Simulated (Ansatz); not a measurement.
**What KTaTe3 (built on the sites of a database entry of KTaO3) distorts into**

Aim: this structure of KTaTe3 (built on the sites of a database entry of KTaO3) is to be tested for unstable modes, and one is followed downhill.

Main program and level: Ansatz 0.2.0; DFT PBEsol, scalar-relativistic, plane waves, PAW.

This is a report of a sequence of runs, with most program output left out.

The structure was built from a prototype and need not be the compound's stable phase.

**1. Set-up**

Symmetry: Pm-3m, No. 221, cubic system. Conventional cell: a = 5.448 Å, b = 5.448 Å, c = 5.448 Å, α = 90.00°, β = 90.00°, γ = 90.00°. Nearest to K lie 12 Te at 3.85 Å. Nearest to Ta lie 6 Te at 2.72 Å. Nearest to Te lie 2 Ta at 2.72 Å and 4 K at 3.85 Å. Farther neighbours and most contacts between anions are not listed.

**2. Phonons on a q mesh**

The cell comes from relaxations at this level that are not shown. Stability and thermal properties need the whole zone. Linear response on a 2×2×2 q mesh gives force constants as far as a supercell of that size would.

input.yaml

```yaml
crystal:
  lattice:
    - [5.4478105987, 0.0, 0.0]
    - [0.0, 5.4478105987, 0.0]
    - [0.0, 0.0, 5.4478105987]
  atoms:
    - { symbol: K, position: [0.5, 0.5, 0.5] }
    - { symbol: Ta, position: [0.0, 0.0, 0.0] }
    - { symbol: Te, position: [0.5, 0.0, 0.0] }
    - { symbol: Te, position: [0.0, 0.5, 0.0] }
    - { symbol: Te, position: [0.0, 0.0, 0.5] }
kpoints:
  mp_grid: { grid: [8, 8, 8] }
hamiltonian:
  xc: pbesol
scf:
  occupations: { method: methfessel_paxton, width: 0.2 }
output:
  eigenvalues: true
phonons:
  method: dfpt
  qmesh: [2, 2, 2]
  temperatures: { t_max: 1000, t_step: 50 }
  qpath:
    path:
      - [[0.0, 0.0, 0.0], [0.0, 0.5, 0.0], [0.5, 0.5, 0.0], [0.0, 0.0, 0.0], [0.5, 0.5, 0.5], [0.0, 0.5, 0.0]]
      - [[0.5, 0.5, 0.5], [0.5, 0.5, 0.0]]
    npoints: 10
```

On the command line:

```sh
$ ansatz run input.yaml --threads 8 --pin off --max-ram 14336MiB --backend cpu --events-out ev --progress --plain --runs-dir out
```

It took 5.6 min on 8 threads of Arm Neoverse V1, shared host; peak memory 2.5 GiB.

Numbers from this step:

* volume per atom: 32.34 Å³
* gap on the k-mesh: 0 eV
* sum-rule residual before enforcement: 3.49e-5 eV/Å²
* lowest frequency on the path: -32.52 cm⁻¹
* point group: m-3m
* highest frequency on the path or at a solved wavevector: 208.8 cm⁻¹
* highest optical mode at the zone centre (no LO-TO term): 181.7 cm⁻¹
* lowest optical zone-centre mode: 13.68 cm⁻¹
* lowest mode on the q mesh (acoustic modes at Γ apart): -32.52 cm⁻¹

Frequencies (cm⁻¹) solved at each irreducible wavevector; negative means imaginary. Frequencies by wavevector, by row:

| q in reciprocal lattice units | star | mode 1 | mode 2 | mode 3 | mode 4 | mode 13 | mode 14 | mode 15 |
| --- | --- | --- | --- | --- | --- | --- | --- | --- |
| 0 0 0 | 1 | 0 | 0 | 0 | 13.7 | 181.7 | 181.7 | 181.7 |
| 0 0 -0.5 | 3 | -15.6 | -15.6 | 31.3 | 31.3 | 179.1 | 179.1 | 180.8 |
| 0 -0.5 -0.5 | 3 | -31.3 | -23.7 | 39.8 | 39.8 | 105.5 | 176.8 | 194.7 |
| -0.5 -0.5 -0.5 | 1 | -32.5 | -32.5 | -32.5 | -29.4 | 103.6 | 103.6 | 208.1 |

Interpolated from a 2×2×2 q mesh. Phonon branches along the path, in cm⁻¹:

| point | branch 1 | branch 2 | branch 3 | branch 4 | branch 12 | branch 13 | branch 14 | branch 15 |
| --- | --- | --- | --- | --- | --- | --- | --- | --- |
| Γ | 0 | 0 | 0 | 14 | 63 | 182 | 182 | 182 |
| halfway | -9 | -9 | 25 | 25 | 73 | 180 | 180 | 181 |
| X | -16 | -16 | 31 | 31 | 104 | 179 | 179 | 181 |
| halfway | -20 | 3 | 32 | 42 | 104 | 140 | 178 | 195 |
| M | -31 | -24 | 40 | 40 | 106 | 106 | 177 | 195 |
| halfway | -15 | 7 | 31 | 40 | 78 | 158 | 179 | 193 |
| Γ | 0 | 0 | 0 | 14 | 63 | 182 | 182 | 182 |
| halfway | 7 | 7 | 17 | 48 | 82 | 152 | 152 | 204 |
| R | -32 | -32 | -32 | -29 | 104 | 104 | 104 | 208 |
| halfway | -10 | 12 | 12 | 40 | 105 | 123 | 145 | 207 |
| X | -16 | -16 | 31 | 31 | 104 | 179 | 179 | 181 |
| jump to R | -32 | -32 | -32 | -29 | 104 | 104 | 104 | 208 |
| halfway | -32 | 6 | 6 | 33 | 105 | 105 | 128 | 208 |
| M | -31 | -24 | 40 | 40 | 106 | 106 | 177 | 195 |

Symmetry leaves 4 wavevectors to solve. The lowest mode among them, the acoustic zeros apart, lies at q = (-0.5, -0.5, -0.5) and is imaginary, 32.5i cm⁻¹, so the energy falls along it.

**3. The mode frozen in, largest atomic shift 0 Å**

The mode followed lies at q = (-0.5, -0.5, -0.5) with frequency 32.5i cm⁻¹ and is 3-fold degenerate, the softest among the wavevectors solved. At small amplitude the distorted cell has space group no. 167 by a symmetry search on the positions. The undistorted cell that holds it gives the zero of energy on the same k mesh.

System of this step: KTaTe3 (built on the sites of a database entry of KTaO3). The structure is cubic, space group Pm-3m (No. 221). Conventional cell: a = 5.448 Å, b = 5.448 Å, c = 5.448 Å, α = 90.00°, β = 90.00°, γ = 90.00°. Nearest to K lie 12 Te at 3.85 Å. Ta has 6 Te at 2.72 Å nearest. Te has 2 Ta at 2.72 Å and 4 K at 3.85 Å nearest. Farther neighbours and most contacts between anions are not listed.

input.yaml

```yaml
crystal:
  lattice:
    - [5.4478105987, 5.4478105987, 0.0]
    - [5.4478105987, 0.0, 5.4478105987]
    - [5.4478105987, 0.0, -5.4478105987]
  atoms:
    - { symbol: K, position: [0.5, 0.25, 0.75] }
    - { symbol: K, position: [0.5, 0.75, 0.25] }
    - { symbol: Ta, position: [0.0, 0.0, 0.0] }
    - { symbol: Ta, position: [0.0, 0.5, 0.5] }
    - { symbol: Te, position: [0.0, 0.25, 0.25] }
    - { symbol: Te, position: [0.0, 0.75, 0.75] }
    - { symbol: Te, position: [0.5, 0.75, 0.75] }
    - { symbol: Te, position: [0.5, 0.25, 0.25] }
    - { symbol: Te, position: [0.0, 0.25, 0.75] }
    - { symbol: Te, position: [0.0, 0.75, 0.25] }
kpoints:
  mp_grid: { grid: [8, 8, 8] }
hamiltonian:
  xc: pbesol
scf:
  occupations: { method: methfessel_paxton, width: 0.2 }
output:
  forces: true
  stress: true
  eigenvalues: true
```

It took 5.7 s on 8 threads; peak memory 1.7 GiB.

Numbers from this step:

```yaml
pressure: -0.006314 GPa
energy_from_the_undistorted_cell: 0 meV/atom
```

The run ends at a pressure of -0.01 GPa.

**4. The mode frozen in, largest atomic shift 0.45 Å**

The atoms are moved along the unstable eigenvector, the largest shift by 0.45 Å, with the cell fixed.

input.yaml

```yaml
crystal:
  lattice:
    - [5.4478105987, 5.4478105987, 0.0]
    - [5.4478105987, 0.0, 5.4478105987]
    - [5.4478105987, 0.0, -5.4478105987]
  atoms:
    - { symbol: K, position: [0.5, 0.25, 0.75] }
    - { symbol: K, position: [0.5, 0.75, 0.25] }
    - { symbol: Ta, position: [0.0, 0.0, 0.0] }
    - { symbol: Ta, position: [0.0, 0.5, 0.5] }
    - { symbol: Te, position: [0.0584084277, 0.25, 0.1915915723] }
    - { symbol: Te, position: [-0.0584084277, 0.75, 0.8084084277] }
    - { symbol: Te, position: [0.5, 0.6915915723, 0.75] }
    - { symbol: Te, position: [0.5, 0.3084084277, 0.25] }
    - { symbol: Te, position: [0.0584084277, 0.1915915723, 0.6915915723] }
    - { symbol: Te, position: [-0.0584084277, 0.8084084277, 0.3084084277] }
kpoints:
  mp_grid: { grid: [8, 8, 8] }
hamiltonian:
  xc: pbesol
scf:
  occupations: { method: methfessel_paxton, width: 0.2 }
output:
  forces: true
  stress: true
  eigenvalues: true
```

The job ended after 13 s (8 threads; peak memory 2.1 GiB).

Numbers from this step:

| Property | Result |
| --- | --- |
| pressure | -1.171 GPa |
| energy from the undistorted cell | -25.15 meV/atom |

The energy, extrapolated to zero smearing, is -25.15 meV/atom against the undistorted cell.

The run ends at a pressure of -1.17 GPa, with forces up to 0.071 eV/Å.

**5. Energy along the mode, all amplitudes (two of the runs are shown above)**

An imaginary frequency means negative curvature, so the energy should fall and then rise again as anharmonic terms take over.

This step gave:

```
depth at the lowest point sampled  : 25.15 meV/atom
largest atomic shift at that point : 0.45 Å
```

Table of energy from the parent by largest atomic shift:

| largest atomic shift (Å) | energy from the parent (meV/atom) |
| --- | --- |
| 0.000 | 0 |
| 0.040 | -0.25 |
| 0.080 | -0.998 |
| 0.140 | -3.06 |
| 0.220 | -7.61 |
| 0.320 | -15.7 |
| 0.450 | -25.1 |
| 0.600 | -20.9 |

Displacement at unit largest shift by atom:

| atom | x (Å) | y (Å) | z (Å) | size |
| --- | --- | --- | --- | --- |
| K1 | 0.000 | 0.000 | 0.000 | 0.000 |
| K2 | 0.000 | 0.000 | 0.000 | 0.000 |
| Ta3 | 0.000 | 0.000 | 0.000 | 0.000 |
| Ta4 | 0.000 | 0.000 | 0.000 | 0.000 |
| Te5 | 0.000 | 0.707 | 0.707 | 1.000 |
| Te6 | 0.000 | -0.707 | -0.707 | 1.000 |
| Te7 | -0.707 | 0.000 | -0.707 | 1.000 |
| Te8 | 0.707 | 0.000 | 0.707 | 1.000 |
| Te9 | -0.707 | 0.707 | 0.000 | 1.000 |
| Te10 | 0.707 | -0.707 | 0.000 | 1.000 |

The lowest of the steps tried is at 0.45 Å, 25.1 meV/atom below the parent; the bottom of the well need not coincide with a step.

**6. Relaxing from the distorted cell**

Starting from the lowest point found, all atoms and the cell are let go, so that strain and other modes of the same symmetry can join in.

Changes to input.yaml since step 4:

```diff
@@ -26 +26,6 @@
   eigenvalues: true
+relax:
+  adjacent_minimum: "off"
+  f_tol: 0.002
+  max_steps: 120
+  cell: { stress_tol: 0.03 }
```

It took 100 s on 8 threads; peak memory 2.2 GiB; 13 min of CPU time.

Step by step:

| step | energy less that of the first step (eV) | largest force component (eV/Å) | pressure (GPa) | volume (Å³) |
| --- | --- | --- | --- | --- |
| 1 | 0.0000 | 0.0502 | -1.17 | 323.37 |
| 2 | -0.0899 | 0.0781 | 0.24 | 312.79 |
| 3 | -0.1434 | 0.0514 | 0.13 | 307.09 |
| 4 | -0.1495 | 0.0194 | -0.01 | 309.24 |
| 5 | -0.1506 | 0.0003 | 0.01 | 308.55 |
| 6* | -0.1490 | 0.0003 | 0.00 | 308.55 |

Relaxation steps marked * repeat the geometry before them on a plane-wave basis chosen anew for their cell, so energy and pressure can jump there.

Forces are held to the 12 operations that the run works with; a distortion that breaks them can't arise in this run.

| conventional cell, symmetrised | before | after | change |
| --- | --- | --- | --- |
| a (Å) | 7.704 | 7.782 | +1.0 % |
| b (Å) | 7.704 | 7.782 | +1.0 % |
| c (Å) | 18.872 | 17.651 | -6.5 % |
| volume (Å³/atom) | 32.34 | 30.86 | -4.6 % |

The atoms that moved most (Å, as changes of fractional coordinates times the final cell):

| atom | dx | dy | dz | length |
| --- | --- | --- | --- | --- |
| Te10 | 0.107 | -0.107 | 0.000 | 0.151 |
| Te8 | 0.107 | 0.000 | 0.107 | 0.151 |
| Te6 | 0.000 | -0.107 | -0.107 | 0.151 |
| Te9 | -0.107 | 0.107 | 0.000 | 0.151 |
| Te7 | -0.107 | 0.000 | -0.107 | 0.151 |
| Te5 | 0.000 | 0.107 | 0.107 | 0.151 |

Final coordinates:

```cif
data_structure
_symmetry_space_group_name_H-M 'P 1'
_symmetry_Int_Tables_number 1
_cell_length_a 7.4029
_cell_length_b 7.7817
_cell_length_c 7.4029
_cell_angle_alpha 90.000
_cell_angle_beta 63.415
_cell_angle_gamma 58.293
_cell_volume 308.55
loop_
_atom_site_label
_atom_site_type_symbol
_atom_site_fract_x
_atom_site_fract_y
_atom_site_fract_z
_atom_site_occupancy
K1 K 0.50000 0.25000 0.75000 1
K2 K 0.50000 0.75000 0.25000 1
Ta3 Ta 0.00000 0.00000 0.00000 1
Ta4 Ta 0.00000 0.50000 0.50000 1
Te5 Te 0.07781 0.25000 0.17219 1
Te6 Te 0.92219 0.75000 0.82781 1
Te7 Te 0.50000 0.67219 0.75000 1
Te8 Te 0.50000 0.32781 0.25000 1
Te9 Te 0.07781 0.17219 0.67219 1
Te10 Te 0.92219 0.82781 0.32781 1
```

This step gave:

```
pressure        : 0.003721 GPa
volume per atom : 30.86 Å³
```

The distorted start has space group R-3c; the relaxation ends in R-3c.

**7. Summary of results**

| Property | Result |
| --- | --- |
| unstable mode of the parent | q = (-0.5, -0.5, -0.5), 32i cm⁻¹ |
| depth at the lowest point sampled | 25.1 meV/atom |
| largest atomic shift at that point | 0.45 Å |
| space group reached (within 0.01 Å) | R-3c |
| energy gained over the parent (first relaxation, on the mesh of the frozen mode) | 40.4 meV/atom |
| volume per atom, phase reached | 30.9 Å³ |

What this shows: Along this mode the structure falls into R-3c, 40.4 meV/atom below the parent. At the parent's cell the well is 25.15 meV/atom deep on the steps tried, with its lowest point at a shift of 0.45 Å. Relaxing atoms and cell changes the gain by +15.24 meV/atom against the lowest step (energies at zero smearing). The modes of the phase reached were not computed on this path. Of the 4 patterns followed to their end from this parent, this one ends 34.1 meV/atom above the lowest, I4/mcm. Each path keeps the symmetry of its pattern, so a lower phase may lie along a pattern not tried. With no gap, or one that is small against the smearing, the frequencies hang on the k mesh and the smearing, most of all near Kohn anomalies. Spin-orbit coupling is left out, which can matter for the heavy elements here. The starting cell was built on a prototype and not taken from a measurement, so the phase need not exist.

[Logs are printed without paths, hosts, clocks, repeated set-up lines and the standing remarks that a program may print on its own settings, such as how far it seeks lower states.]

[Hosts, paths, dates, database ids (printed as entryN), source tags and the programs' standing remarks are cut or masked in the printed files.]
